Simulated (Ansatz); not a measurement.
**N on Nb(110): change of the work function**

Wanted: Δφ(θ) for N/Nb(110), starting from the longbridge site.

Method: plane-wave DFT, LDA, Ansatz PAW, in the first sound run; inputs show where later runs differ, in Ansatz 0.2.0.

### Step 1. Set-up

The cell holds 4 atoms: 4 Nb. Its edges and angles: a = 2.858 Å, b = 2.858 Å, c = 25.000 Å, α = 90.0°, β = 90.0°, γ = 70.5°. Vacuum lies along c.

### Step 2. The clean slab

The bare slab comes first, as the zero from which every change is counted. The two lowest layers are held at bulk places and the upper ones relax. The dipole correction removes the false field that a one-sided slab makes across the periodic vacuum, so each face gets a flat vacuum level of its own.

Input file input.yaml:

```yaml
crystal:
  lattice:
    - [2.3334523779, -1.65, 0.0]
    - [2.3334523779, 1.65, 0.0]
    - [0.0, 0.0, 25.0003571337]
  atoms:
    - { symbol: Nb, position: [0.0, 0.0, 0.3599948573] }
    - { symbol: Nb, position: [0.5, 0.5, 0.4533316191] }
    - { symbol: Nb, position: [0.0, 0.0, 0.5466683809] }
    - { symbol: Nb, position: [0.5, 0.5, 0.6400051427] }
kpoints:
  mp_grid: { grid: [11, 11, 1] }
hamiltonian:
  xc: lda
scf:
  occupations: { method: fermi_dirac, width: 0.1 }
  convergence: { dr2_threshold: 1.0e-08 }
efield:
  axis: 3
  dipole_correction: true
  ramp_position: 0.97
  ramp_width: 0.06
relax:
  f_tol: 0.02
  max_steps: 60
  constraints: [{ sites: [0, 1] }]
output:
  write_potential: true
  write_density: true
  volumetric_format: npy
```

Launch:

```bash
$ ansatz run input.yaml --threads 4 --pin off --max-ram 6144MiB --backend cpu --events-out ev --progress --plain --runs-dir out
```

Numbers of over 12 decimals in the logs are rounded to 6 here.

Output:

```text
Engine: ansatz 0.2.0, aarch64-unknown-linux-gnu
Pseudopotentials: kind: paw
Pseudopotential: Nb, paw, valence charge 13, recommended cutoff 420 eV (normal), Nb.paw.azcp
Functional definition: SPW92
  exchange = slater_x
  correlation = pw_c
Crystal: 4 atoms, lattice volume = 192.513 Å³
Basis set: ecut = 420 eV, 3769 PW (Γ)
Bands: 32, of which v1, the nominal top of the filled ones, is band 26 counted from 1 (25 counted from 0)
Symmetry: 4 space group operations
k-points: 36 of 121
Non-local potential: Nb, projectors of the file, l = 0: 3, l = 1: 2, l = 2: 2, l = 3: 1
PAW form: soft (Blöchl's): semilocal exchange-correlation on the pseudo side does not see the compensation charge
PAW frozen core: Nb, regenerated for the run's functional, and the local potential with it (the file was generated under x = pbe(κ = 0.804, μ = 0.219515), c = pbe(β = 0.066725))
PAW one-centre angular grid: Nb, 590 points (default); XC on 64 Gauss nodes
Initial density: superposition of atomic densities (neutral atoms: chi_scale 0, normalization atom), corrected by the library's trained network
Initial wavefunctions: pseudopotential atomic-orbital guess
Functional: x = slater, c = lda
SCF iter   1: F=—  HF=-17768.071289 eV  |F-HF|=—  |Δ(HF+E_count)|=         —  Δρ=1.03e-2  dr2=3.32e0  ethr=1.77e-3  p=0.000 e·Å  D=2.85e-14 V/Å  ΔV_dip=-0.00 eV  dr2_dipole=1.32e-7  V_vac-E_F(+/−)=5.16/5.16 eV  ⟨swp⟩=7.8  Hψ=5511  notcnv=0
efield: sawtooth ramp at fractional position 0.9700 (set: `efield.ramp_position`, or a place that a band, a saddle search or an elastic batch's reference lends), width 0.0600; the density the first Hamiltonian is built on has a dipole p = 0.000 e·Å; the dipole correction subtracts the counter field D = 2.85e-14 V/Å, which shifts the + side's vacuum level by -0.00 eV against the − side's; the planar-averaged density in the ramp window peaks in size at 3.8e-6 e/Å³
preconditioner: auto → LDOS  [metal: Δε(μ)=0.028 eV  Ē_g=3.346 eV  σ=0.100 eV  W_gap=0.07  n_scr=16 (ndim 8)  ℏωp=12.0 eV  f_vac=0.550  D(μ)=5.53/eV (n_scr^D=18)  β→1.0]
SCF iter   2: F=—  HF=-17767.966962 eV  |F-HF|=—  |Δ(HF+E_count)|=   1.04e-1  Δρ=2.48e-3  dr2=4.99e-2  ethr=1.77e-3  p=0.000 e·Å  D=3.78e-5 V/Å  ΔV_dip=-0.00 eV  dr2_dipole=3.02e-7  V_vac-E_F(+/−)=4.78/4.78 eV  ⟨swp⟩=1.8  Hψ=1489  notcnv=0
SCF iter   3: F=—  HF=-17767.965589 eV  |F-HF|=—  |Δ(HF+E_count)|=   1.37e-3  Δρ=7.77e-4  dr2=8.63e-3  ethr=9.59e-5  p=0.000 e·Å  D=4.40e-6 V/Å  ΔV_dip=-0.00 eV  dr2_dipole=4.27e-9  V_vac-E_F(+/−)=4.80/4.80 eV  ⟨swp⟩=2.4  Hψ=1673  notcnv=0
SCF iter   4: F=—  HF=-17767.965198 eV  |F-HF|=—  |Δ(HF+E_count)|=   3.91e-4  Δρ=1.77e-4  dr2=2.01e-4  ethr=1.66e-5  p=0.000 e·Å  D=3.88e-6 V/Å  ΔV_dip=-0.00 eV  dr2_dipole=4.84e-11  V_vac-E_F(+/−)=4.78/4.78 eV  ⟨swp⟩=2.0  Hψ=1447  notcnv=0
SCF iter   5: F=—  HF=-17767.965198 eV  |F-HF|=—  |Δ(HF+E_count)|=   3.73e-8  Δρ=4.30e-5  dr2=2.99e-6  ethr=3.86e-7  p=0.000 e·Å  D=1.14e-6 V/Å  ΔV_dip=-0.00 eV  dr2_dipole=1.46e-10  V_vac-E_F(+/−)=4.78/4.78 eV  ⟨swp⟩=2.1  Hψ=1573  notcnv=0
SCF iter   6: F=—  HF=-17767.965050 eV  |F-HF|=—  |Δ(HF+E_count)|=   1.48e-4  Δρ=1.40e-5  dr2=3.78e-7  ethr=5.76e-9  p=0.000 e·Å  D=6.54e-7 V/Å  ΔV_dip=-0.00 eV  dr2_dipole=5.01e-12  V_vac-E_F(+/−)=4.78/4.78 eV  ⟨swp⟩=3.1  Hψ=2295  notcnv=0
SCF iter   7: F=—  HF=-17767.965050 eV  |F-HF|=—  |Δ(HF+E_count)|=   2.23e-7  Δρ=5.19e-6  dr2=1.21e-7  ethr=7.27e-10  p=0.000 e·Å  D=5.82e-8 V/Å  ΔV_dip=-0.00 eV  dr2_dipole=1.21e-11  V_vac-E_F(+/−)=4.78/4.78 eV  ⟨swp⟩=2.6  Hψ=2069  notcnv=0
SCF iter   8: F=-17767.965050 eV  HF=-17767.965050 eV  |F-HF|=4.34e-9  |Δ(HF+E_count)|=   4.37e-9  Δρ=1.27e-6  dr2=3.06e-9  ethr=1.92e-11  p=0.000 e·Å  D=7.09e-8 V/Å  ΔV_dip=-0.00 eV  dr2_dipole=6.78e-14  V_vac-E_F(+/−)=4.78/4.78 eV  ⟨swp⟩=8.6  Hψ=9214  notcnv=0
SCF 1 converged in 8 iterations: F = -17767.965050 eV  dr2 = 3.06e-9
  greatest PAW one-centre occupation: 0.997 electrons in one spin orbital (limit 2), on the Nb atom at site 1 (counted from 0), in its partial waves of l = 0
relax step   1: F+E_penalty+E_count = -17767.96504983 eV  Δ(F+E_penalty+E_count) = +0.000e0 eV  max|allowed force component| = 8.227e-1 eV/Å  Δτ_max = 0.0000 Å  (8 SCF iters, accepted)
Initial density: handed on by an earlier stage of this run
Initial wavefunctions: those handed on with the density
iter 1 solved again at ethr=2.01e-3 eV; its pass at ethr=3.10e-3 eV (dr2=1.05e0 eV) is discarded
SCF iter   1: F=—  HF=-17768.136844 eV  |F-HF|=—  |Δ(HF+E_count)|=         —  Δρ=1.14e-2  dr2=9.99e-1  ethr=2.01e-3  p=0.000 e·Å  D=2.28e-7 V/Å  ΔV_dip=-0.00 eV  dr2_dipole=5.17e-3  V_vac-E_F(+/−)=4.81/4.81 eV  ⟨swp⟩=1.1  Hψ=4394  notcnv=0
efield: sawtooth ramp at fractional position 0.9700 (set: `efield.ramp_position`, or a place that a band, a saddle search or an elastic batch's reference lends), width 0.0600; the density the first Hamiltonian is built on has a dipole p = 0.000 e·Å; the dipole correction subtracts the counter field D = 2.28e-7 V/Å, which shifts the + side's vacuum level by -0.00 eV against the − side's; the planar-averaged density in the ramp window peaks in size at 1.5e-6 e/Å³
preconditioner: auto → LDOS  [metal: Δε(μ)=0.016 eV  Ē_g=3.413 eV  σ=0.100 eV  W_gap=0.04  n_scr=16 (ndim 8)  ℏωp=12.0 eV  f_vac=0.557  D(μ)=4.90/eV (n_scr^D=16)  β→1.0]
SCF iter   2: F=—  HF=-17768.073869 eV  |F-HF|=—  |Δ(HF+E_count)|=   6.30e-2  Δρ=5.07e-3  dr2=1.93e-1  ethr=1.92e-3  p=0.010 e·Å  D=9.69e-3 V/Å  ΔV_dip=-0.24 eV  dr2_dipole=1.50e-3  V_vac-E_F(+/−)=4.54/4.78 eV  ⟨swp⟩=2.4  Hψ=1749  notcnv=0
SCF iter   3: F=—  HF=-17768.055610 eV  |F-HF|=—  |Δ(HF+E_count)|=   1.83e-2  Δρ=2.00e-3  dr2=3.46e-2  ethr=3.72e-4  p=0.004 e·Å  D=3.82e-3 V/Å  ΔV_dip=-0.10 eV  dr2_dipole=7.21e-4  V_vac-E_F(+/−)=4.70/4.79 eV  ⟨swp⟩=2.9  Hψ=2207  notcnv=0
SCF iter   4: F=—  HF=-17768.050384 eV  |F-HF|=—  |Δ(HF+E_count)|=   5.23e-3  Δρ=4.79e-4  dr2=1.74e-3  ethr=6.65e-5  p=0.005 e·Å  D=4.65e-3 V/Å  ΔV_dip=-0.12 eV  dr2_dipole=3.57e-7  V_vac-E_F(+/−)=4.67/4.79 eV  ⟨swp⟩=2.5  Hψ=1830  notcnv=0
SCF iter   5: F=—  HF=-17768.050344 eV  |F-HF|=—  |Δ(HF+E_count)|=   3.99e-5  Δρ=1.09e-4  dr2=3.32e-5  ethr=3.35e-6  p=0.005 e·Å  D=4.80e-3 V/Å  ΔV_dip=-0.12 eV  dr2_dipole=1.58e-7  V_vac-E_F(+/−)=4.67/4.79 eV  ⟨swp⟩=2.1  Hψ=1564  notcnv=0
SCF iter   6: F=—  HF=-17768.050358 eV  |F-HF|=—  |Δ(HF+E_count)|=   1.31e-5  Δρ=3.42e-5  dr2=6.80e-6  ethr=6.39e-8  p=0.005 e·Å  D=4.66e-3 V/Å  ΔV_dip=-0.12 eV  dr2_dipole=1.51e-6  V_vac-E_F(+/−)=4.67/4.78 eV  ⟨swp⟩=3.2  Hψ=2273  notcnv=0
[...]
SCF iter   4: F=—  HF=-17768.049056 eV  |F-HF|=—  |Δ(HF+E_count)|=   4.67e-3  Δρ=4.93e-4  dr2=2.01e-3  ethr=3.75e-5  p=0.004 e·Å  D=3.95e-3 V/Å  ΔV_dip=-0.10 eV  dr2_dipole=3.42e-4  V_vac-E_F(+/−)=4.69/4.79 eV  ⟨swp⟩=2.1  Hψ=1821  notcnv=0
SCF iter   5: F=—  HF=-17768.048823 eV  |F-HF|=—  |Δ(HF+E_count)|=   2.33e-4  Δρ=1.00e-4  dr2=1.44e-4  ethr=3.87e-6  p=0.004 e·Å  D=3.77e-3 V/Å  ΔV_dip=-0.09 eV  dr2_dipole=3.80e-5  V_vac-E_F(+/−)=4.69/4.79 eV  ⟨swp⟩=3.1  Hψ=2096  notcnv=0
SCF iter   6: F=—  HF=-17768.048824 eV  |F-HF|=—  |Δ(HF+E_count)|=   1.16e-6  Δρ=2.79e-5  dr2=3.26e-6  ethr=2.76e-7  p=0.004 e·Å  D=3.56e-3 V/Å  ΔV_dip=-0.09 eV  dr2_dipole=4.37e-9  V_vac-E_F(+/−)=4.70/4.79 eV  ⟨swp⟩=1.4  Hψ=1308  notcnv=0
SCF iter   7: F=—  HF=-17768.048676 eV  |F-HF|=—  |Δ(HF+E_count)|=   1.48e-4  Δρ=8.74e-6  dr2=1.58e-7  ethr=6.27e-9  p=0.004 e·Å  D=3.45e-3 V/Å  ΔV_dip=-0.09 eV  dr2_dipole=9.42e-9  V_vac-E_F(+/−)=4.70/4.79 eV  ⟨swp⟩=2.4  Hψ=1822  notcnv=0
SCF iter   8: F=—  HF=-17768.048676 eV  |F-HF|=—  |Δ(HF+E_count)|=   9.86e-8  Δρ=1.92e-6  dr2=1.40e-8  ethr=1.92e-11  p=0.004 e·Å  D=3.42e-3 V/Å  ΔV_dip=-0.09 eV  dr2_dipole=2.45e-9  V_vac-E_F(+/−)=4.70/4.79 eV  ⟨swp⟩=10.8  Hψ=9092  notcnv=0
SCF iter   9: F=-17768.048676 eV  HF=-17768.048676 eV  |F-HF|=1.10e-9  |Δ(HF+E_count)|=   6.36e-9  Δρ=7.17e-7  dr2=2.47e-9  ethr=1.92e-11  p=0.004 e·Å  D=3.41e-3 V/Å  ΔV_dip=-0.09 eV  dr2_dipole=5.64e-10  V_vac-E_F(+/−)=4.70/4.79 eV  ⟨swp⟩=9.3  Hψ=7769  notcnv=0
SCF 3 converged in 9 iterations: F = -17768.048676 eV  dr2 = 2.47e-9
relax step   3: F+E_penalty+E_count = -17768.04867613 eV  Δ(F+E_penalty+E_count) = +1.533e-3 eV  max|allowed force component| = 3.923e-1 eV/Å  Δτ_max = 0.1550 Å  (9 SCF iters, rejected (line search))
[...]
relax step   4: F+E_penalty+E_count = -17768.06452240 eV  Δ(F+E_penalty+E_count) = -1.431e-2 eV  max|allowed force component| = 3.594e-2 eV/Å  Δτ_max = 0.0723 Å  (9 SCF iters, accepted)
SCF iter   1: F=—  HF=-17768.065439 eV  |F-HF|=—  |Δ(HF+E_count)|=         —  Δρ=1.10e-3  dr2=1.57e-2  ethr=4.08e-4  p=0.004 e·Å  D=3.71e-3 V/Å  ΔV_dip=-0.09 eV  dr2_dipole=1.79e-3  V_vac-E_F(+/−)=4.70/4.79 eV  ⟨swp⟩=2.1  Hψ=1874  notcnv=0
efield: sawtooth ramp at fractional position 0.9700 (set: `efield.ramp_position`, or a place that a band, a saddle search or an elastic batch's reference lends), width 0.0600; the density the first Hamiltonian is built on has a dipole p = 0.004 e·Å; the dipole correction subtracts the counter field D = 3.71e-3 V/Å, which shifts the + side's vacuum level by -0.09 eV against the − side's; the planar-averaged density in the ramp window peaks in size at 4.1e-7 e/Å³
preconditioner: auto → LDOS  [metal: Δε(μ)=0.030 eV  Ē_g=3.398 eV  σ=0.100 eV  W_gap=0.07  n_scr=16 (ndim 8)  ℏωp=12.0 eV  f_vac=0.561  D(μ)=4.99/eV (n_scr^D=16)  β→1.0]
SCF iter   2: F=—  HF=-17768.064830 eV  |F-HF|=—  |Δ(HF+E_count)|=   6.09e-4  Δρ=2.67e-4  dr2=4.70e-4  ethr=3.01e-5  p=0.004 e·Å  D=4.12e-3 V/Å  ΔV_dip=-0.10 eV  dr2_dipole=1.57e-5  V_vac-E_F(+/−)=4.68/4.79 eV  ⟨swp⟩=1.0  Hψ=1441  notcnv=0
SCF iter   3: F=—  HF=-17768.064811 eV  |F-HF|=—  |Δ(HF+E_count)|=   1.87e-5  Δρ=1.26e-4  dr2=1.41e-4  ethr=9.05e-7  p=0.004 e·Å  D=3.80e-3 V/Å  ΔV_dip=-0.10 eV  dr2_dipole=1.67e-5  V_vac-E_F(+/−)=4.69/4.79 eV  ⟨swp⟩=3.2  Hψ=2291  notcnv=0
SCF iter   4: F=—  HF=-17768.064800 eV  |F-HF|=—  |Δ(HF+E_count)|=   1.12e-5  Δρ=4.51e-5  dr2=1.35e-5  ethr=2.70e-7  p=0.004 e·Å  D=3.88e-3 V/Å  ΔV_dip=-0.10 eV  dr2_dipole=3.51e-7  V_vac-E_F(+/−)=4.69/4.79 eV  ⟨swp⟩=2.2  Hψ=1555  notcnv=0
SCF iter   5: F=—  HF=-17768.064799 eV  |F-HF|=—  |Δ(HF+E_count)|=   8.81e-7  Δρ=1.05e-5  dr2=1.03e-6  ethr=2.59e-8  p=0.004 e·Å  D=3.88e-3 V/Å  ΔV_dip=-0.10 eV  dr2_dipole=9.56e-8  V_vac-E_F(+/−)=4.69/4.79 eV  ⟨swp⟩=2.1  Hψ=1403  notcnv=0
SCF iter   6: F=—  HF=-17768.064649 eV  |F-HF|=—  |Δ(HF+E_count)|=   1.50e-4  Δρ=2.57e-6  dr2=4.49e-8  ethr=1.99e-9  p=0.004 e·Å  D=3.87e-3 V/Å  ΔV_dip=-0.10 eV  dr2_dipole=4.26e-9  V_vac-E_F(+/−)=4.69/4.79 eV  ⟨swp⟩=2.1  Hψ=1528  notcnv=0
SCF iter   7: F=-17768.064649 eV  HF=-17768.064649 eV  |F-HF|=6.98e-10  |Δ(HF+E_count)|=   3.77e-9  Δρ=8.57e-7  dr2=2.76e-9  ethr=1.92e-11  p=0.004 e·Å  D=3.86e-3 V/Å  ΔV_dip=-0.10 eV  dr2_dipole=3.09e-10  V_vac-E_F(+/−)=4.69/4.79 eV  ⟨swp⟩=10.1  Hψ=8466  notcnv=0
SCF 5 converged in 7 iterations: F = -17768.064649 eV  dr2 = 2.76e-9
relax step   5: F+E_penalty+E_count = -17768.06464924 eV  Δ(F+E_penalty+E_count) = -1.268e-4 eV  max|allowed force component| = 1.013e-2 eV/Å  Δτ_max = 0.0149 Å  (7 SCF iters, accepted)
NSCF: frozen V_eff on 36 k-points
the band table was solved once a step of the walk had ended and its energy, with any forces and stress, was formed, with the checks that follow a solve (5569 applications of the Hamiltonian). They found nothing against the state; the energy, forces and stress were not computed again (output.eigenvalues in the input reference)
WARN: The output density's exchange-correlation potential varies sharply where the density is thin. Do not read a vacuum level from v_tot or v_xc, or from such a field of the output density. On a cell that repeats whose density bears no net charge and no dipole along the vacuum's axis use v_es (v_loc + v_h of the components); under efield.dipole_correction with no amplitude use v_es + v_field, which holds any externa [...]
SCF converged after 7 iterations
Free energy (F): -17768.064649 eV
Harris-Foulkes:  -17768.064649 eV  (|F-HF|=6.98e-10)
Internal energy: -17767.898726 eV  (E = F + TS)
E sigma→0 (E₀):  -17767.981687 eV
Entropy (-TS):   -0.165924 eV (-41.481 meV/atom)
Fermi energy:    3.743329 eV
Dipole field:    D = 0.003837 V/Å  (p = 0.004082 e·Å, saw-weighted, corrected)
Work function:   Φ+ = 4.6912 eV   Φ− = 4.7872 eV
Levels:          The Fermi level and band energies are counted from a zero that moves with the ramp; work functions are not
--- Per-component energies (eV) ---
  E_band       = -1001.895125
  E_kinetic    = 1579.443373
  E_local      = -58059.873024  (includes V_loc(G=0)·N_el)
  E_nonlocal   = 500.807470
  E_hartree    = 28135.091013
  E_xc         = -695.095070
  E_vxc        = -847.119981  (∫ρ·V_xc dr)
  E_paw        = -11861.386018  (= ΣΔE_a)
  E_vpaw       = -445.348715  (= ΣTr[D̂ρ^β])
  E_aug_tail   = 0.000023  (compensation charges beyond the density's cutoff)
  E_efield     = 0.000008  (sawtooth field / dipole correction)
  E_vefield    = 0.015726  (∫n·V_field dr)
  E_ewald      = 22631.410722
  E_core_change = 1.702777  (= ΣΔE_core)
  E_smearing   = -0.165924  (= −TS)
  E_closure    = 0.000000  (closes the sum)
  Σ components = -17768.064649   (vs F -17768.064649, Δ=0.00e0)
--- Forces (eV/Å), atoms counted from 1 ---
  atom   1  Nb     0.00000000     0.00000000     0.83725774
  atom   2  Nb     0.00000000     0.00000000    -0.85504263
  atom   3  Nb     0.00000000     0.00000000     0.00760592
  atom   4  Nb     0.00000000     0.00000000     0.01012689
  max |Σ_I F_I| component: 5.21e-5 eV/Å
--- Band table (eV; the first three rows and the last of 36) ---
  k-point 0: bands = [... 22 lower, 3.1760, 3.2615, 3.4122, 3.9192, 4.0074, 4.0760, 4.5360, 5.4300, ... 2 higher]
  k-point 1: bands = [... 22 lower, 3.1261, 3.1757, 3.3238, 3.7945, 4.0675, 4.2169, 4.2935, 5.2505, ... 2 higher]
  k-point 2: bands = [... 22 lower, 2.8863, 3.0246, 3.2371, 3.4208, 3.6063, 4.3029, 4.7107, 4.7685, ... 2 higher]
  k-point 35: bands = [... 22 lower, 2.0840, 3.0403, 3.3419, 4.9648, 5.2960, 6.1124, 6.1395, 6.4137, ... 2 higher]
--- Relaxed structure (5 steps of the walk, 4 accepted, 0 SCFs on fresh bases) ---
  F+E_penalty+E_count = -17768.06464924 eV   max|allowed force component| = 1.013e-2 eV/Å
  atoms:
    - { symbol: Nb, position: [0.0, 0.0, 0.359995] }
    - { symbol: Nb, position: [0.5, 0.5, 0.4533316191] }
    - { symbol: Nb, position: [0.0, 0.0, 0.544188] }
    - { symbol: Nb, position: [0.5, 0.5, 0.629889] }
```

It took 20 s on 4 threads of Arm Neoverse V2, shared host; peak memory 0.52 GiB; 79 s of CPU time.

Relaxation path:

| step | energy less that of the first step (eV) | largest force component (eV/Å) |
| --- | --- | --- |
| 1 | 0.0000 | 0.8227 |
| 2 | -0.0852 | 0.4309 |
| 3 | -0.0836 | 0.3923 |
| 4 | -0.0995 | 0.0359 |
| 5 | -0.0996 | 0.0101 |

Relaxation step 3 was tried and not accepted.

Forces are held to the 4 operations that the run works with; a distortion that breaks them can't arise in this run.

The atoms that moved most (Å):

| atom | dx | dy | dz | length |
| --- | --- | --- | --- | --- |
| Nb4 | 0.000 | 0.000 | -0.253 | 0.253 |
| Nb3 | 0.000 | 0.000 | -0.062 | 0.062 |

Final coordinates:

```cif
data_structure
_symmetry_space_group_name_H-M 'P 1'
_symmetry_Int_Tables_number 1
_cell_length_a 2.8579
_cell_length_b 2.8579
_cell_length_c 25.0004
_cell_angle_alpha 90.000
_cell_angle_beta 90.000
_cell_angle_gamma 70.529
_cell_volume 192.51
loop_
_atom_site_label
_atom_site_type_symbol
_atom_site_fract_x
_atom_site_fract_y
_atom_site_fract_z
_atom_site_occupancy
Nb1 Nb 0.00000 0.00000 0.35999 1
Nb2 Nb 0.50000 0.50000 0.45333 1
Nb3 Nb 0.00000 0.00000 0.54419 1
Nb4 Nb 0.50000 0.50000 0.62989 1
```

Numbers from this step:

| Item | Value |
| --- | --- |
| energy at zero smearing | -17767.9817 eV |
| work function, upper face | 4.691 eV |
| work function, lower face | 4.787 eV |
| dipole along the normal | 0.004082 e·Å |
| step between the vacuum levels | -0.09593 eV |

Running mean over 2.333 Å of the planar mean; the ramp of the sawtooth is left out. Electron's electrostatic potential energy less the Fermi level against z:

| z (Å) | electron's electrostatic potential energy less the Fermi level (eV) |
| --- | --- |
| 3.5 | 4.79 |
| 4.0 | 4.79 |
| 4.5 | 4.78 |
| 5.0 | 4.77 |
| 5.5 | 4.73 |
| 6.0 | 4.60 |
| 6.5 | 4.21 |
| 7.0 | 3.05 |
| 7.5 | -0.265 |
| 8.0 | -5.65 |
| 8.5 | -9.67 |
| 9.0 | -10.8 |
| 9.5 | -10.9 |
| 10.0 | -10.8 |
| 10.5 | -10.7 |
| 11.0 | -10.7 |
| 11.5 | -10.9 |
| 12.0 | -11.2 |
| 12.5 | -11.4 |
| 13.0 | -11.2 |
| 13.5 | -11.0 |
| 14.0 | -11.6 |
| 14.5 | -12.6 |
| 15.0 | -12.5 |
| 15.5 | -11.5 |
| 16.0 | -10.6 |
| 16.5 | -8.06 |
| 17.0 | -2.92 |
| 17.5 | 1.72 |
| 18.0 | 3.72 |
| 18.5 | 4.37 |
| 19.0 | 4.59 |
| 19.5 | 4.66 |
| 20.0 | 4.68 |
| 20.5 | 4.69 |
| 21.0 | 4.69 |
| 21.5 | 4.69 |

The relaxation took 5 steps and lowered the energy by 0.100 eV; the largest force on the free atoms ends at 0.010 eV/Å.

The work function of the upper face is 4.69 eV.

(Continued in part 2 of 4.)

[Logs are printed without paths, hosts, clocks, repeated set-up lines and the standing remarks that a program may print on its own settings, such as how far it seeks lower states.]

[Hosts, paths, dates, database ids (printed as entryN), source tags and the programs' standing remarks are cut or masked in the printed files.]

[Maps of the electrostatic potential energy from Ansatz leave out the sawtooth potential of an applied field or a dipole correction, so their vacuum need not be flat; planar profiles and work functions include it.]
